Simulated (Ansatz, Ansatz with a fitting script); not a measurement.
An input for Ansatz 0.2.0 (LuOI (P4/nmm)):

```yaml
crystal:
  lattice:
    - [3.8585, 0.0, 0.0]
    - [0.0, 3.8585, 0.0]
    - [0.0, 0.0, 9.989]
  atoms:
    - { symbol: Lu, position: [0.0, 0.5, 0.3931614316] }
    - { symbol: Lu, position: [0.5, 0.0, 0.6068385684] }
    - { symbol: I, position: [0.5, 0.0, 0.2048738632] }
    - { symbol: I, position: [0.0, 0.5, 0.7951261368] }
    - { symbol: O, position: [0.0, 0.0, 0.5] }
    - { symbol: O, position: [0.5, 0.5, 0.5] }
kpoints:
  mp_grid: { grid: [3, 3, 2] }
hamiltonian:
  xc: hse06
  pseudopotentials: { kind: paw, source: ansatz }
scf:
  occupations: { method: fixed }
  n_extra_bands: 6
  lower_state_search: "off"
  convergence: { dr2_threshold: 1.0e-09 }
output:
  eigenvalues: true
```

```sh
ansatz run input.yaml --threads 8 --pin off --max-ram 18432MiB --backend cpu --events-out ev --progress --plain --runs-dir out
```

Estimate wall time and host memory on 8 threads of Arm Neoverse V2, shared host.

It took 33 s; on shared hardware allow 16 s to 66 s. Peak host memory was 7.9 GiB. The sizes that set the cost: 9621 plane waves a state, 6 irreducible k points and 27 SCF cycles.

Exact exchange couples every pair of k points and filled bands, so it costs far more than a semilocal run.

[Paths, hosts, dates, memory and timing lines, banners, echoed tables and standing remarks are left out of the program output.]

[Logs are printed without paths, hosts, clocks, repeated set-up lines and the standing remarks that a program may print on its own settings, such as how far it seeks lower states.]

[Runs of the session that timed out or met a known fault of the program may be left out.]

[Hosts, paths, dates, database ids (printed as entryN), source tags and the programs' standing remarks are cut or masked in the printed files.]
